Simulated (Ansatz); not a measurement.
# Ca2C (model cell, started as antifluorite): from the cell to its phonons, part 2 of 3

The cell of Ca2C (model cell, started as antifluorite) is at rest. What are its phonons? After the zone centre comes a 4×4×4 q mesh on a 12×12×12 k mesh.

Ansatz 0.2.0; DFT PBEsol, scalar-relativistic, plane waves, PAW.

So far. Step 2 (Linear response at the zone centre): Before it was imposed, the acoustic sum rule was missed by 2.0e-5 eV/Å². Small misses are needed for a sound result but don't prove that mesh and cutoff are converged. The lowest optical mode is real, 225 cm⁻¹.

The structure was built from a prototype and need not be the compound's stable phase.

**3. Response at finite wavevector**

Stability and thermal properties need the whole zone. Linear response on a 4×4×4 q mesh gives force constants as far as a supercell of that size would.

Contents of input.yaml:

```yaml
crystal:
  lattice:
    - [0.0, 3.1025879259, 3.1025879259]
    - [3.1025879259, 0.0, 3.1025879259]
    - [3.1025879259, 3.1025879259, 0.0]
  atoms:
    - { symbol: C, position: [0.0, 0.0, 0.0] }
    - { symbol: Ca, position: [0.25, 0.25, 0.25] }
    - { symbol: Ca, position: [0.75, 0.75, 0.75] }
kpoints:
  mp_grid: { grid: [12, 12, 12] }
hamiltonian:
  xc: pbesol
scf:
  occupations: { method: gaussian, width: 0.01 }
output:
  eigenvalues: true
phonons:
  method: dfpt
  qmesh: [4, 4, 4]
  temperatures: { t_max: 1000, t_step: 50 }
  qpath:
    path:
      - [[0.0, 0.0, 0.0], [0.5, 0.0, 0.5], [0.625, 0.25, 0.625]]
      - [[0.375, 0.375, 0.75], [0.0, 0.0, 0.0], [0.5, 0.5, 0.5], [0.5, 0.25, 0.75], [0.5, 0.0, 0.5]]
    npoints: 10
```

Run with:

```bash
$ ansatz run input.yaml --threads 4 --pin off --max-ram 7168MiB --backend cpu --events-out ev --progress --plain --runs-dir out
```

Numbers of over 12 decimals in the logs are rounded to 6 here.

The program printed:

```text
Warning: phonons: the dynamical matrix that this run interpolates holds no multipole term above the dipole-dipole one, and a site of this crystal is no centre of inversion, so its interpolated transverse optical and acoustic branches and sound speeds can stay off near Gamma, and the density of states and the thermodynamics with them. What a run solves at a wave vector of phonons.qpoints, Gamma apart, where the deck admits one, is free of this, and under fd what a larger phonons.supercell samples
[...]
Crystal: 3 atoms, lattice volume = 59.731 Å³
Basis set: ecut = 420 eV, 1211 PW (Γ), exchange–correlation on 60×60×60 points (8 copies of the dense FFT grid, shifted against one another)
Bands: 16, of which v1, the nominal top of the filled ones, is band 12 counted from 1 (11 counted from 0)
Symmetry: 48 space group operations
k-points: 72 of 1728
[...]
SCF iter   1: F=—  HF=-3833.247288 eV  |F-HF|=—  |Δ(HF+E_count)|=         —  Δρ=3.94e-3  dr2=9.18e-3  ethr=1.77e-3  ⟨swp⟩=6.8  Hψ=7072  notcnv=0
[...]
SCF iter   9: F=-3833.245953 eV  HF=-3833.245953 eV  |F-HF|=9.09e-13  |Δ(HF+E_count)|=  4.55e-11  Δρ=3.99e-8  dr2=1.71e-12  ethr=1.00e-12  ⟨swp⟩=4.0  Hψ=5252  notcnv=0
SCF 1 converged in 9 iterations: F = -3833.245953 eV  dr2 = 1.71e-12
[...]
iter 1 solved again at ethr=1.78e-6 eV; its pass at ethr=3.10e-3 eV (dr2=4.28e-4 eV) is discarded
SCF iter   1: F=—  HF=-3833.245954 eV  |F-HF|=—  |Δ(HF+E_count)|=         —  Δρ=7.22e-7  dr2=1.89e-10  ethr=1.78e-6  ⟨swp⟩=2.3  Hψ=9770  notcnv=0
eigensolver tolerance schedule: the retry pair's looser diagonalisation over-reported the residual by 2263765.77 of it (diagonalisation noise at an unbounded share of the residual, at the tolerance the schedule requests for it); recorded, not acted on — ethr = c·dr2/N_el stays at c = 1.0e-1
[...]
SCF iter   2: F=—  HF=-3833.245953 eV  |F-HF|=—  |Δ(HF+E_count)|=   1.02e-6  Δρ=7.69e-7  dr2=5.66e-10  ethr=1.00e-12  ⟨swp⟩=4.1  Hψ=3296  notcnv=0
[...]
SCF iter   5: F=-3833.245953 eV  HF=-3833.245953 eV  |F-HF|=9.09e-13  |Δ(HF+E_count)|=  1.36e-12  Δρ=1.15e-7  dr2=5.33e-12  ethr=1.00e-12  ⟨swp⟩=1.0  Hψ=2592  notcnv=0
SCF 2 converged in 5 iterations: F = -3833.245953 eV  dr2 = 5.33e-12
k-points: 163 of 1728 (irreducible under 8 space group operations, time reversal used)
[...]
SCF iter   3: F=-3833.245953 eV  HF=-3833.245953 eV  |F-HF|=3.00e-11  |Δ(HF+E_count)|=  1.63e-10  Δρ=2.84e-7  dr2=5.80e-11  ethr=1.00e-12  ⟨swp⟩=4.1  Hψ=12648  notcnv=0
SCF 3 converged in 3 iterations: F = -3833.245953 eV  dr2 = 5.80e-11
NSCF: frozen V_eff on 163 k-points
[...]
── the response to a field inside a basis, on 12×12×12 k-points: an SCF that follows is theirs, and a resumed run solves both again ──
Bands: 13, of which v1, the nominal top of the filled ones, is band 12 counted from 1 (11 counted from 0)
k-points: 182 of 1728 (irreducible under 12 space group operations)
[...]
Eigensolver: Dense (182 Hₖ)
SCF iter   1: F=—  HF=-3833.243813 eV  |F-HF|=—  |Δ(HF+E_count)|=         —  Δρ=1.08e-4  dr2=1.57e-6  ethr=1.00e-1
[...]
SCF iter   4: F=-3833.243814 eV  HF=-3833.243814 eV  |F-HF|=1.01e-9  |Δ(HF+E_count)|=   1.55e-8  Δρ=3.04e-6  dr2=2.48e-9  ethr=3.22e-9
SCF 1 converged in 4 iterations: F = -3833.243814 eV  dr2 = 2.48e-9
[...]
WARN: eigensolver did not converge in 3 slots of this pass, the one above among them; of largest residual over every band (k=1): 1 band(s) unlocked (lowest unlocked band 15, counted from 0; max residual 7.78e-6 eV among the unlocked bands, 7.78e-6 eV over every band); of lowest unlocked band (k=1): band 15
[...]
DFPT response loops at q = (0, 0, 0.25) (fractional): preconditioner auto → Resta (q_TF=auto, 2.344 Å⁻¹)  ε∞=19.2 (no band partly filled); β = 1.00, the filter's whole step (`scf.mixing.beta` (0.50) is not read by the response loops at its default; to damp them type it under 1.00, their step now; it binds the ground state too); Broyden in place of MSR1
[...]
SCF converged after 9 iterations
Free energy (F): -3833.245953 eV
[...]
Internal energy: -3833.245953 eV  (E = F + TS)
E sigma→0 (E₀):  -3833.245953 eV
Fermi energy:    7.910779 eV
[...]
--- Band table (eV; the first three rows and the last of 72) ---
  k-point 0: bands = [... 8 lower, -0.5619, 6.6907, 6.6907, 6.6907, 8.6942, 9.6384, 9.6384, 13.7406]
  k-point 1: bands = [... 8 lower, -0.5177, 6.5130, 6.7315, 6.7315, 9.0250, 9.6821, 9.6821, 13.3153]
  k-point 2: bands = [... 8 lower, -0.3970, 6.2034, 6.8463, 6.8463, 9.7584, 9.8137, 9.8137, 12.6590]
  k-point 71: bands = [... 8 lower, 0.2472, 6.6721, 6.6721, 7.6377, 8.3184, 10.8592, 10.8592, 12.1022]
--- Phonons (Γ-DFPT): 2 representative perturbations + reference (Σ response iterations 6) ---
  ASR residual: 2.708e-5 → 0.000e0 eV/Å²; symmetrization residual: 3.475e-7 eV/Å²
  ASR residual per site (eV/Å²): 2.71e-5 5.02e-6 5.02e-6
  Γ frequencies (cm⁻¹): 0.00 0.00 0.00 224.53 224.53 224.53 251.36 251.36 251.36
  Unit cell's response to a homogeneous field: 3 representative field directions (Σ response iterations 12)
  ε∞ (high-frequency dielectric tensor):
       15.528406     0.000000    -0.000000
        0.000000    15.528406    -0.000000
       -0.000000    -0.000000    15.528406
  ε⁰ (static dielectric tensor): not given — the deck does not say what the cell's rigid motions are, and on a molecule in a box or a wire the rigid rotations would enter the sum over the modes at Γ. For a crystal or a slab, whose only rigid motions are the translations, set phonons.rigid_motions: translations.
  Born effective charges Z* (e; rows j = field, columns β = displacement):
    site 0:
        -4.31415    0.00000    0.00000
         0.00000   -4.31415    0.00000
        -0.00000   -0.00000   -4.31415
    site 1:
         2.15708   -0.00000   -0.00000
        -0.00000    2.15708   -0.00000
         0.00000    0.00000    2.15708
    site 2:
         2.15708    0.00000   -0.00000
         0.00000    2.15708   -0.00000
         0.00000    0.00000    2.15708
  Z* charge neutrality: 1.142e-3 e pre-enforcement
  solved inside a basis spanned on the 12×12×12 k-mesh, on 12×12×12 k-points, its susceptibility summed on 16×16×16: ε∞ is read to err by 5.5e-2, Z* by 1.8e-2 e; Z* is corrected for what the basis lacks
  optical modes at Γ without the LO–TO term, one row a degenerate level:
      ω (cm⁻¹)  modes    IR ((D/Å)²/amu)
        224.53      3             0.0000
        251.36      3           123.3203
  optical modes at Γ + LO–TO along q̂ = [1.0000, 0.0000, 0.0000]:
      ω (cm⁻¹)  modes    IR ((D/Å)²/amu)
        224.53      3             0.0000
        251.36      2            82.2135
        397.12      1            41.1068
  optical modes at Γ + LO–TO along q̂ = [0.0000, 1.0000, 0.0000]:
      ω (cm⁻¹)  modes    IR ((D/Å)²/amu)
        224.53      3             0.0000
        251.36      2            82.2135
        397.12      1            41.1068
  optical modes at Γ + LO–TO along q̂ = [0.0000, 0.0000, 1.0000]:
      ω (cm⁻¹)  modes    IR ((D/Å)²/amu)
        224.53      3             0.0000
        251.36      2            82.2135
        397.12      1            41.1068
--- Phonons (arbitrary-q DFPT): 8 irreducible q on the 4×4×4 mesh ---
  q = [0.0000, 0.0000, 0.0000] (star 1, of the zone-centre solve; hermiticity 1.61e-7, symmetrization 1.69e-14): 0.00 0.00 0.00 224.53 224.53 224.53 251.36 251.36 251.36
  q = [0.0000, 0.0000, 0.2500] (star 8, 2 solved perturbations on 936 of 1728 k-point pairs; hermiticity 1.12e-7, symmetrization 8.89e-14): 101.13 101.13 117.09 210.49 210.49 213.62 249.69 249.69 412.27
[...]
q = [0.0000, 0.2500, 0.2500] (star 6, 4 solved perturbations in 1608 linear systems a pass and spin channel, the states on 510 of 1728 k-point pairs; hermiticity 1.24e-7, symmetrization 6.47e-14): 59.52 59.52 152.83 192.78 219.26 219.26 273.92 273.92 416.89
[...]
sum rule: each row above includes the acoustic sum rule's correction from the zone centre's row sums; it moved no ω² by more than (0.78 cm⁻¹)²
  mesh force constants: q→R imaginary residual 8.62e-18; ASR residual 2.708e-5 → 0.000e0 eV/Å²; symmetrization residual 3.553e-15 eV/Å²
  interpolated dispersion: 63 rows × 9 modes
  density of states and harmonic sums: on the 20×20×20 q-mesh, interpolated from the force constants of a 4×4×4 supercell (with the dipole–dipole term)
  largest difference from the sums on the solved wave vectors: F 2.57e-2 eV, S 3.29e-5 and C_V 7.42e-6 eV/K
  zero-point energy: 0.118034 eV/cell   skipped modes (ω ≤ 0): 34, of them read as no rigid motion or as one in doubt: 31 (1.039e-1 modes/cell left out, lowest -59.69 cm⁻¹)   left out of the sums: 1.16e-2 of the cell's modes: C_V's classical limit lies that fraction below 3 k_B per atom; for a crystal, a wire or a layer, F and S can be off by more, and a phonons.interpolated_qmesh denser along its periods is the remedy for the sampling
```

It took 5 min on 4 threads of Arm Neoverse V2, shared host; peak memory 3.8 GiB.

This step gave:

```yaml
sum_rule_residual_before_enforcement: 2.71e-5 eV/Å²
lowest_frequency_on_the_path: -59.69 cm⁻¹
highest_frequency_on_the_path_or_at_a_solved_wavevector: 416.9 cm⁻¹
lowest_mode_on_the_q_mesh_acoustic_modes_at_gamma_apart: -59.69 cm⁻¹
```

Frequencies (cm⁻¹) solved at each irreducible wavevector; negative means imaginary. Frequencies by wavevector, by row:

| q in reciprocal lattice units | star | mode 1 | mode 2 | mode 3 | mode 4 | mode 5 | mode 6 | mode 7 | mode 8 | mode 9 |
| --- | --- | --- | --- | --- | --- | --- | --- | --- | --- | --- |
| 0 0 0 | 1 | 0 | 0 | 0 | 224.5 | 224.5 | 224.5 | 251.4 | 251.4 | 251.4 |
| 0 0 0.25 | 8 | 101.1 | 101.1 | 117.1 | 210.5 | 210.5 | 213.6 | 249.7 | 249.7 | 412.3 |
| 0 0 -0.5 | 4 | 156.6 | 167.2 | 167.2 | 189.2 | 189.2 | 211.5 | 232.7 | 232.7 | 401.2 |
| 0 0.25 0.25 | 6 | 59.5 | 59.5 | 152.8 | 192.8 | 219.3 | 219.3 | 273.9 | 273.9 | 416.9 |
| 0 0.25 -0.5 | 24 | 81.3 | 113.3 | 114.2 | 209.8 | 210.7 | 254.8 | 260 | 300.5 | 386.9 |
| 0 0.25 -0.25 | 12 | 61.6 | 157.3 | 170.6 | 182.8 | 185.2 | 226.9 | 250.4 | 309.2 | 390.7 |
| 0 -0.5 -0.5 | 3 | -59.7 | 84.1 | 84.1 | 206.9 | 206.9 | 281.2 | 281.2 | 300.7 | 387.2 |
| 0.25 -0.5 -0.25 | 6 | -18 | 60.8 | 175.7 | 175.7 | 207.9 | 275.3 | 297.8 | 339.8 | 339.8 |

Interpolated from a 4×4×4 q mesh, with the LO-TO term (at Γ the limit along the path; where Γ stands inside the path, tables give the limit on arrival). The phonon branches at the labelled points (cm⁻¹):

| point | branch 1 | branch 2 | branch 3 | branch 4 | branch 5 | branch 6 | branch 7 | branch 8 | branch 9 |
| --- | --- | --- | --- | --- | --- | --- | --- | --- | --- |
| Γ | 0 | 0 | 0 | 224 | 224 | 224 | 251 | 251 | 397 |
| halfway | 60 | 60 | 153 | 193 | 219 | 219 | 274 | 274 | 417 |
| X | -60 | 84 | 84 | 207 | 207 | 281 | 281 | 301 | 387 |
| halfway | -54 | 91 | 94 | 207 | 210 | 276 | 288 | 302 | 381 |
| U | -28 | 109 | 117 | 207 | 209 | 259 | 280 | 329 | 365 |
| jump to K | -28 | 109 | 117 | 207 | 209 | 259 | 280 | 329 | 365 |
| halfway | 62 | 144 | 152 | 183 | 193 | 237 | 239 | 282 | 407 |
| Γ | 0 | 0 | 0 | 224 | 224 | 224 | 251 | 251 | 397 |
| halfway | 101 | 101 | 117 | 210 | 210 | 214 | 250 | 250 | 412 |
| L | 157 | 167 | 167 | 189 | 189 | 212 | 233 | 233 | 401 |
| halfway | 93 | 106 | 170 | 181 | 213 | 247 | 252 | 305 | 381 |
| W | -18 | 61 | 176 | 176 | 208 | 275 | 298 | 340 | 340 |
| halfway | -48 | 76 | 119 | 208 | 208 | 280 | 295 | 298 | 375 |
| X | -60 | 84 | 84 | 207 | 207 | 281 | 281 | 301 | 387 |

The phonon branches as a text plot (rows in cm⁻¹):

```
    407 |***********           *********************
    387 |           ****     **                     ***       ***
    367 |               *** *                          **   **
    347 |                  *                             ***
    328 |                ** *                          **  *
    308 |            ****    **                       *   * *****
    288 |       ***********    **                    *   * ******
    268 |   ****  **   ******    ***                *  ******
    248 |***     *         * ******************   ** ***
    228 |********           ***************    *******
    208 |  *    *************    ****      **********************
    189 |   *  *            ******             *********   *
    169 |    **              ***                ************
    149 |    ***            *** *             ******        *
    129 |   *   *          **    *           **     **       *
    109 |               ***      ***        *        **       *
     89 |  *     ********         **       *          ***      **
     69 |      ***           ****   *     *            * ******
     50 | *  **             *    ****    *              *
     30 |  **     **       *        **  *
     10 |**                          ***                 *
    -10 |                                                 *
    -30 |                **                                **
    -50 |           *****                                    ****
         Γ           X  U|K            Γ         L        W     X
```

Tetrahedra on a 20×20×20 mesh, mean over bins of 5 cm-1. Interpolated from a 4×4×4 q mesh. Phonon density of states against wavenumber; read off at these points:

wavenumber (cm⁻¹), phonon density of states (1/cm⁻¹/cell) and a bar:
```
      -62     0.0000 
      -48     0.0019 #
      -38     0.0019 #
      -22     0.0016 
      -12     0.0015 
        2     0.0015 
       18     0.0020 #
       28     0.0034 #
       42     0.0067 ##
       52     0.0103 ###
       68     0.0255 ########
       82     0.0300 #########
       92     0.0238 #######
      108     0.0216 #######
      118     0.0212 ######
      132     0.0214 #######
      148     0.0227 #######
      158     0.0268 ########
      162     0.0329 ##########
      172     0.0027 #
      182     0.0281 #########
      198     0.0362 ###########
      208     0.0982 ##############################
      222     0.0420 #############
      238     0.0206 ######
      248     0.0326 ##########
      252     0.0427 #############
      262     0.0411 #############
      272     0.0426 #############
      288     0.0241 #######
      302     0.0131 ####
      312     0.0107 ###
      328     0.0079 ##
      338     0.0044 #
      352     0.0027 #
      368     0.0096 ###
      378     0.0140 ####
      392     0.0185 ######
      402     0.0222 #######
      418     0.0012
```

(Continued in part 3 of 3.)

[Logs are printed without paths, hosts, clocks, repeated set-up lines and the standing remarks that a program may print on its own settings, such as how far it seeks lower states.]

[Hosts, paths, dates, database ids (printed as entryN), source tags and the programs' standing remarks are cut or masked in the printed files.]
